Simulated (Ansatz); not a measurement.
## Lattice dynamics of HfOs (Pm-3m)

How does HfOs (Pm-3m) vibrate, and is this structure a minimum?

Method: DFT PBEsol, scalar-relativistic, plane waves, PAW; PAW set soft_1, in Ansatz 0.2.0.

Most raw output is cut from this account.

## 1. The structure

The structure is cubic, space group Pm-3m (No. 221). The conventional cell has a = 3.239 Å, b = 3.239 Å, c = 3.239 Å, α = 90.00°, β = 90.00°, γ = 90.00°. Nearest to Hf lie 8 Os at 2.81 Å. Nearest to Os lie 8 Hf at 2.81 Å. Farther neighbours are not listed.

## 2. Bringing the structure to rest

The cell and atoms are relaxed, since residual forces and stress would shift the frequencies.

input.yaml

```yaml
crystal:
  lattice:
    - [3.239, 0.0, 0.0]
    - [0.0, 3.239, 0.0]
    - [0.0, 0.0, 3.239]
  atoms:
    - { symbol: Hf, position: [0.0, 0.0, 0.0] }
    - { symbol: Os, position: [0.5, 0.5, 0.5] }
kpoints:
  mp_grid: { grid: [14, 14, 14] }
hamiltonian:
  xc: pbesol
  pseudopotentials: { kind: paw, azcp: { folder: soft_1 }, xc_functional: pbe }
scf:
  occupations: { method: gaussian, width: 0.1 }
output:
  forces: true
  stress: true
  eigenvalues: true
  write_density: true
  write_potential: true
  elf: true
  volumetric_format: npy
relax:
  adjacent_minimum: "off"
  f_tol: 0.005
  max_steps: 80
  cell: { stress_tol: 0.05 }
```

Started as:

```
ansatz run input.yaml --threads 4 --pin off --max-ram 10240MiB --backend cpu --events-out ev --progress --plain --runs-dir out
```

The job ended after 9.4 s (4 threads of Arm Neoverse V1, shared host; peak memory 0.35 GiB; 35 s of CPU time).

The steps of the relaxation:

```csv
step,energy less that of the first step (eV),largest force component (eV/Å),pressure (GPa),volume (Å³)
1,0.0000,0.0000,-3.20,33.98
2,0.0373,0.0000,10.66,32.18
3,-0.0049,0.0000,-0.20,33.55
4,-0.0049,0.0000,0.00,33.52
5*,-0.0047,0.0000,0.01,33.52
```

Relaxation steps marked * repeat the geometry before them on a plane-wave basis chosen anew for their cell, so energy and pressure can jump there. Relaxation step 2 was tried and not accepted.

Forces are held to the 48 operations that the run works with; a distortion that breaks them can't arise in this run.

```csv
"conventional cell, symmetrised",before,after,change
a (Å),3.239,3.224,-0.5 %
b (Å),3.239,3.224,-0.5 %
c (Å),3.239,3.224,-0.5 %
volume (Å³/atom),16.99,16.76,-1.4 %
```

The relaxed structure:

```xyz
2
Lattice="3.2243 0.0000 0.0000 0.0000 3.2243 0.0000 0.0000 0.0000 3.2243" Properties=species:S:1:pos:R:3 pbc="T T T"
Hf    0.0000    0.0000    0.0000
Os    1.6121    1.6121    1.6121
```

Numbers from this step:

```
pressure          : 0.006284 GPa
volume per atom   : 16.76 Å³
gap on the k-mesh : 0 eV
```

Electrostatic potential energy in the ac plane at fractional y = 0.500, with atoms of Os within 0.2 Å of it. With pseudopotentials it is smooth inside the atoms' cores, unlike the true potential.

Values in eV, 14 rows by 14 columns, each cell a mean:
```
 22  22  23  23  24  23  23  23  23  24  24  23  23  22
 23  23  23  23  22  20  18  18  18  20  22  23  23  23
 23  23  23  21  17  11   5   3   6  13  18  21  23  23
 24  23  21  17   8  -8 -19 -23 -18  -5  10  18  22  24
 24  23  20  11  -9 -30 -42 -45 -41 -26  -5  13  20  24
 24  23  17   3 -23 -44 -55 -57 -54 -41 -18   6  18  23
 24  22  16   0 -28 -49 -57 -57 -57 -45 -23   3  18  23
 24  23  17   2 -24 -46 -55 -57 -55 -42 -19   5  18  23
 24  23  19   9 -12 -34 -46 -49 -44 -30  -8  11  20  23
 24  23  21  16   5 -12 -24 -28 -23  -9   8  17  22  24
 24  23  22  20  16   9   2   0   3  11  17  21  23  23
 23  23  23  22  21  19  17  16  17  20  21  23  23  23
 22  22  23  23  23  23  23  22  23  23  23  23  23  22
 22  22  23  24  24  24  24  24  24  24  24  23  23  22
```
Columns run along a (3.2 Å; values clipped at the 3rd and 97th percentile), rows up along c (3.2 Å). Atoms in or near the plane, at fractional coordinates: Os at (0.50, 0.50).

ELF in the ac plane at fractional y = 0.500, with atoms of Os within 0.2 Å of it. It is the smooth field of the valence electrons, not physical close to the nuclei.

Ten even steps from '_' (0.19) to '@' (0.61):
```
__..::==++****++====++****++==::..
::::--==++==--::....::--==++==--::
--====++==--::________::--==++====
++++++==------::::::::------==++++
****==----++**##****##**++----==**
##**--::--**@@@@@@@@@@@@**--::--**
##++::__::##@@@@%%%%@@@@##::__::++
**==..__::**@@%%****%%@@**::__..==
**==..__::**@@%%****%%@@**::__..==
##++::__::##@@@@%%%%@@@@##::__::++
##**--::--**@@@@@@@@@@@@**--::--**
****==----++**##****##**++----==**
++++++==------::::::::------==++++
--====++==--::________::--==++====
::::--==++==--::....::--==++==--::
__..::==++****++====++****++==::..
____::--++**####****####**++--::__
```
Columns run along a (3.2 Å), rows up along c (3.2 Å). Atoms in or near the plane, at fractional coordinates: Os at (0.50, 0.50).

Valence density in the ac plane at fractional y = 0.500, with atoms of Os within 0.2 Å of it. It is the smooth field of the valence electrons, not physical close to the nuclei.

Ten even steps from '0' (0.2 e/Å³) to '9' (8.5 e/Å³):
```
00000000000000000
00000000000000000
00000000000000000
00000001111000000
00000012332100000
00000135665310000
00001258998521000
00001369999631000
00001369999631000
00001258998521000
00000135665310000
00000012332100000
00000001111000000
00000000000000000
00000000000000000
00000000000000000
00000000000000000
```
Columns run along a (3.2 Å), rows up along c (3.2 Å). Atoms in or near the plane, at fractional coordinates: Os at (0.50, 0.50).

In this step the volume went from 16.99 to 16.76 Å³/atom.

## 3. Relaxing to small forces for the phonons

Phonons need a cell at rest on their own settings, so the relaxation is repeated with tight tolerances on forces and stress on the k mesh and occupations of the first response run.

input.yaml

```yaml
crystal:
  lattice:
    - [3.2242504369, 0.0, 0.0]
    - [0.0, 3.2242504369, 0.0]
    - [0.0, 0.0, 3.2242504369]
  atoms:
    - { symbol: Hf, position: [0.0, 0.0, 0.0] }
    - { symbol: Os, position: [0.5, 0.5, 0.5] }
kpoints:
  mp_grid: { grid: [16, 16, 16] }
hamiltonian:
  xc: pbesol
  pseudopotentials: { kind: paw, azcp: { folder: soft_1 }, xc_functional: pbe }
scf:
  occupations: { method: methfessel_paxton, width: 0.2 }
output:
  forces: true
  stress: true
  eigenvalues: true
relax:
  adjacent_minimum: "off"
  f_tol: 0.001
  max_steps: 60
  cell: { stress_tol: 0.01 }
```

It took 9.2 s on 4 threads; peak memory 0.41 GiB.

Little changed from the start: no atom moved by 0.005 Å and no cell edge by 0.1 %.

Numbers from this step:

```yaml
pressure: 3.45e-4 GPa
```

The forces vanish by symmetry and the pressure is 0.000 GPa, within the tolerances set. The cell now holds 16.76 Å³/atom.

## 4. Modes at Γ

The zone centre comes first: it holds the modes that light can see, as far as symmetry allows. No field response is asked, since the mesh shows no gap.

input.yaml, the sections that differ from step 3:

```yaml
crystal:
  lattice:
    - [3.2245294961, 0.0, 0.0]
    - [0.0, 3.2245294961, 0.0]
    - [0.0, 0.0, 3.2245294961]
  atoms:
    - { symbol: Hf, position: [0.0, 0.0, 0.0] }
    - { symbol: Os, position: [0.5, 0.5, 0.5] }
output:
  eigenvalues: true
phonons:
  method: dfpt
# kpoints, hamiltonian, scf: as in step 3
# relax: removed
```

It took 28 s on 4 threads; peak memory 1.2 GiB.

Numbers from this step:

```
sum-rule residual before enforcement                    : 2.61e-4 eV/Å²
point group                                             : m-3m
highest optical mode at the zone centre (no LO-TO term) : 155.9 cm⁻¹
lowest optical zone-centre mode                         : 155.9 cm⁻¹
```

Patterns of degenerate modes are one choice out of their space. Modes at Γ, with each element's share of the kinetic energy:

```csv
mode,frequency (cm⁻¹),symmetry,Hf %,Os %
1,0.0,acoustic,48,52
2,0.0,acoustic,48,52
3,0.0,acoustic,48,52
4,155.9,T1u,52,48
5,155.9,T1u,52,48
6,155.9,T1u,52,48
```

Displacements in mode 6 (155.9 cm⁻¹), the largest set to 1:
```
Hf1  0.00  0.00  1.00
Os2  0.00  0.00 -0.94
```

Before it was imposed, the acoustic sum rule was missed by 2.6e-4 eV/Å². Small misses are needed for a sound result but don't prove that mesh and cutoff are converged. The lowest optical mode is real, 156 cm⁻¹.

## 5. The dispersion

Stability and thermal properties need the whole zone. Linear response on a 4×4×4 q mesh gives force constants as far as a supercell of that size would.

Changes to input.yaml since step 4:

```diff
@@ -19 +19,8 @@
   method: dfpt
+  qmesh: [4, 4, 4]
+  temperatures: { t_max: 1000, t_step: 50 }
+  qpath:
+    path:
+      - [[0.0, 0.0, 0.0], [0.0, 0.5, 0.0], [0.5, 0.5, 0.0], [0.0, 0.0, 0.0], [0.5, 0.5, 0.5], [0.0, 0.5, 0.0]]
+      - [[0.5, 0.5, 0.5], [0.5, 0.5, 0.0]]
+    npoints: 10
```

Run time: 15 min. Hardware: 4 threads; peak memory 4.9 GiB; 60 min of CPU time.

This step gave:

```
sum-rule residual before enforcement                    : 2.06e-5 eV/Å²
lowest frequency on the path                            : 0 cm⁻¹
highest frequency on the path or at a solved wavevector : 219.3 cm⁻¹
mean frequency                                          : 145.1 cm⁻¹
Debye temperature (second moment)                       : 277 K
logarithmic mean frequency                              : 140.2 cm⁻¹
lowest mode on the q mesh (acoustic modes at Γ apart)   : 64.34 cm⁻¹
zero-point energy per atom                              : 26.99 meV
heat capacity at 300 K                                  : 23.91 J/(mol atoms K)
vibrational entropy at 300 K                            : 35.36 J/(mol atoms K)
```

Frequencies (cm⁻¹) solved at each irreducible wavevector; negative means imaginary. Frequencies by wavevector, by row:

```csv
q in reciprocal lattice units,star,mode 1,mode 2,mode 3,mode 4,mode 5,mode 6
0 0 0,1,0,0,0,155.9,155.9,155.9
0 0 0.25,6,64.3,64.3,112.3,148.3,148.3,197.9
0 0 -0.5,3,106.1,106.1,137.9,137.9,163.3,219.3
0 0.25 0.25,12,87.5,89.3,144.3,145,174.4,177.9
0 0.25 -0.5,12,113.4,124.2,138.9,139.6,172.7,197.9
0 -0.5 -0.5,3,120,133.3,133.3,141.3,189.4,189.4
0.25 0.25 0.25,8,110.8,110.8,154.6,163.4,168.8,168.8
0.25 0.25 -0.5,12,128.5,141.6,143.3,155.1,173.3,184.7
0.25 -0.5 -0.5,6,145.2,145.2,147.4,161,184.6,184.6
-0.5 -0.5 -0.5,1,169.5,169.5,169.5,172.1,172.1,172.1
```

Interpolated from a 4×4×4 q mesh. Phonon branches along the path, in cm⁻¹:

```csv
point,branch 1,branch 2,branch 3,branch 4,branch 5,branch 6
Γ,0,0,0,156,156,156
halfway,64,64,112,148,148,198
X,106,106,138,138,163,219
halfway,113,124,139,140,173,198
M,120,133,133,141,189,189
halfway,88,89,144,145,174,178
Γ,0,0,0,156,156,156
halfway,111,111,155,163,169,169
R,170,170,170,172,172,172
halfway,128,142,143,155,173,185
X,106,106,138,138,163,219
jump to R,170,170,170,172,172,172
halfway,145,145,147,161,185,185
M,120,133,133,141,189,189
```

Tetrahedra on a 20×20×20 mesh, mean over bins of 2 cm-1. Interpolated from a 4×4×4 q mesh. Table of phonon density of states by wavenumber; read off at these points:

```csv
wavenumber (cm⁻¹),phonon density of states (1/cm⁻¹/cell)
1.0,0
7.0,4.0e-5
13.0,1.8e-4
19.0,4.6e-4
25.0,8.8e-4
31.0,0.00141
37.0,0.00199
43.0,0.00273
49.0,0.00357
55.0,0.00459
59.0,0.00535
65.0,0.00665
71.0,0.00823
77.0,0.0101
83.0,0.0124
89.0,0.0151
95.0,0.0190
101.0,0.0245
107.0,0.0361
113.0,0.0384
119.0,0.0422
125.0,0.0350
131.0,0.0336
137.0,0.0454
141.0,0.120
143.0,0.117
149.0,0.105
155.0,0.0776
161.0,0.0529
165.0,0.0528
171.0,0.0438
177.0,0.0614
179.0,0.0778
183.0,0.0678
189.0,0.0471
195.0,0.0174
201.0,0.0122
207.0,0.00887
213.0,0.00594
219.0,6.2e-4
```

Phonopy on the run's constants, 17x17x17 mesh, Gaussian sigma 2.0 cm-1. Interpolated from a 4×4×4 q mesh. The partial phonon density of states by wavenumber; read off at these points; values in 1/cm⁻¹/cell:

```csv
wavenumber (cm⁻¹),Hf,Os
-5.0,2.5e-6,2.5e-6
0.0,5.5e-5,6.0e-5
5.0,3.1e-6,3.1e-6
10.0,1.9e-5,2.8e-5
15.0,2.3e-4,2.4e-4
20.0,2.5e-4,2.7e-4
25.0,3.8e-4,4.1e-4
30.0,7.3e-4,7.7e-4
35.0,9.4e-4,0.00102
40.0,0.00113,0.00122
45.0,0.00144,0.00150
50.0,0.00210,0.00221
55.0,0.00177,0.00185
60.0,0.00266,0.00280
65.0,0.00416,0.00416
70.0,0.00351,0.00357
75.0,0.00474,0.00436
80.0,0.00616,0.00563
85.0,0.00639,0.00581
90.0,0.00943,0.00757
95.0,0.0108,0.00820
100.0,0.0147,0.00911
105.0,0.0204,0.00979
110.0,0.0264,0.0117
115.0,0.0277,0.0114
116.7,0.0295,0.0128
120.0,0.0271,0.0112
125.0,0.0219,0.0123
130.0,0.0194,0.0152
135.0,0.0178,0.0217
140.0,0.0243,0.0777
141.4,0.0261,0.0851
145.0,0.0309,0.0775
147.6,0.0333,0.0732
150.0,0.0304,0.0644
155.0,0.0270,0.0484
160.0,0.0215,0.0343
165.0,0.0219,0.0316
170.0,0.0219,0.0244
175.0,0.0290,0.0232
180.0,0.0440,0.0279
181.6,0.0452,0.026
185.0,0.0407,0.0195
190.0,0.0283,0.00975
195.0,0.0146,0.00279
200.0,0.0113,0.00173
205.0,0.00972,0.00121
210.0,0.00686,6.1e-4
215.0,0.00449,2.5e-4
220.0,9.7e-4,2.5e-5
225.0,9.3e-6,0
230.0,0,0
```

Second derivatives of the energy by pair, one row for each kind of neighbour of each atom listed. Each entry sums the pair over the periodic images of the supercell that the q mesh stands for, and in a polar crystal it holds the long-range dipole part too. Force constants by pair, by row:

```csv
atom,neighbour,distance (Å),third of the trace (eV/Å²),along the pair's line (eV/Å²)
Hf1,itself,0,15,–
Hf1,Os,2.793,-1.207,-2.605
Hf1,Hf,3.225,-0.6462,-3.337
Hf1,Hf,4.56,-0.0968,-0.7584
Hf1,Os,5.347,0.0414,0.1584
Hf1,Hf,5.585,-0.1597,-0.4734
Hf1,Hf,6.449,0.0166,-0.1094
Hf1,Os,7.028,0.0124,0.0491
Hf1,Hf,7.21,-0.0141,-0.034
Os2,itself,0,15.05,–
Os2,Hf,2.793,-1.207,-2.605
Os2,Os,3.225,-0.8666,-1.604
Os2,Os,4.56,-0.0753,-0.3463
Os2,Hf,5.347,0.0414,0.1584
Os2,Os,5.585,-0.1324,-0.4578
Os2,Os,6.449,0.0938,-0.1721
Os2,Hf,7.028,0.0124,0.0491
Os2,Os,7.21,-0.0047,-0.0208
```

Harmonic thermodynamic functions per atom, from the density of states. Interpolated from a 4×4×4 q mesh. Thermodynamic functions, by row:

```csv
T (K),F_vib (meV/atom),S (J/mol-atom/K),C_V (J/mol-atom/K)
0,26.99,0,0
50,26.61,2.868,7.509
100,22.89,11.65,17.47
200,2.9,25.88,22.71
300,-29.13,35.36,23.91
400,-69.53,42.31,24.36
500,-116.3,47.77,24.56
600,-168.2,52.26,24.68
700,-224.4,56.07,24.75
800,-284.3,59.38,24.79
900,-347.3,62.3,24.82
1000,-413.3,64.91,24.85
```

Harmonic mean-square displacement, third of the trace. Interpolated from a 4×4×4 q mesh. Mean square displacements, by row:

```csv
T (K),Hf1 U_eq (Å²),Os2 U_eq (Å²)
0,7.10e-4,6.60e-4
100,0.00109,0.00101
300,0.00272,0.00252
600,0.00533,0.00493
```

Symmetry leaves 10 wavevectors to solve. The lowest mode among them, the acoustic zeros apart, lies at q = (0, 0, 0.25) and is real, 64.3 cm⁻¹.

## 6. Isotope substitution

An isotope changes the mass and not the force constants, so no new electronic calculation is needed; the shifts show which modes move this element.

The same force constants with the mass of Hf changed from 178.486 to 173.940 u (phonopy, no LO-TO term). Both lists are sorted by frequency; levels can cross, so a row need not hold one and the same mode. Modes under 3 cm⁻¹ are left out. Isotope shifts, by row:

```csv
q,rank,natural mass (cm⁻¹),changed mass (cm⁻¹)
0 0 0,4,155.9,157
0 0 0,5,155.9,157
0 0 0,6,155.9,157
0 0 0.25,1,64.34,64.8
0 0 0.25,2,64.34,64.8
0 0 0.25,3,112.3,112.8
0 0 0.25,4,148.3,149.2
0 0 0.25,5,148.3,149.2
0 0 0.25,6,197.9,199.7
0 0 -0.5,1,106.1,107.5
0 0 -0.5,2,106.1,107.5
0 0 -0.5,3,137.9,137.9
0 0 -0.5,4,137.9,137.9
0 0 -0.5,5,163.3,163.3
0 0 -0.5,6,219.3,222.2
0 0.25 0.25,1,87.46,88.16
0 0.25 0.25,2,89.33,89.83
0 0.25 0.25,3,144.3,144.7
0 0.25 0.25,4,145,145.8
0 0.25 0.25,5,174.4,175.7
0 0.25 0.25,6,177.9,179.7
```

A mode of this element alone would shift by +1.30 %. The highest zone-centre frequency without the field goes from 155.9 to 157.0 cm⁻¹ (+0.7 %). The product of the frequency ratios over all optical modes at Γ is 1.020; the product rule, (m/m′)^(3k/2) (M′/M)^(3/2) with k = 1 such atoms and M the mass of the cell, gives 1.020.

## 7. Outcome

```json
{"space group after relaxation (within 0.01 Å)": "Pm-3m", "volume per atom": "16.8 Å³", "electronic character": "no gap on this mesh", "highest optical mode at the zone centre (no LO-TO term)": "156 cm⁻¹", "lowest optical zone-centre mode": "156 cm⁻¹", "lowest mode on the q mesh (acoustic modes at Γ apart)": "64.3 cm⁻¹", "highest frequency on the path or at a solved wavevector": "219 cm⁻¹", "zero-point energy per atom": "27.0 meV", "heat capacity at 300 K": "23.9 J/(mol atoms K)", "vibrational entropy at 300 K": "35.4 J/(mol atoms K)", "Debye temperature (second moment)": "277 K", "imaginary modes on the 4×4×4 q mesh": "none"}
```

In words: The structure is a minimum as far as tested: no mode is imaginary at the 10 irreducible wavevectors of the 4×4×4 mesh, and the softest away from the acoustic zeros lies at 64 cm⁻¹. The optical modes at Γ form one degenerate level at 156 cm⁻¹. With no gap, or one that is small against the smearing, the frequencies hang on the k mesh and the smearing, most of all near Kohn anomalies. Spin-orbit coupling is left out, which can matter for the heavy elements here. The PAW files were made for PBE and serve the other functionals too. These are harmonic frequencies at zero temperature: anharmonic shifts, linewidths and thermal expansion are left out.

[Logs are printed without paths, hosts, clocks, repeated set-up lines and the standing remarks that a program may print on its own settings, such as how far it seeks lower states.]

[Hosts, paths, dates, database ids (printed as entryN), source tags and the programs' standing remarks are cut or masked in the printed files.]
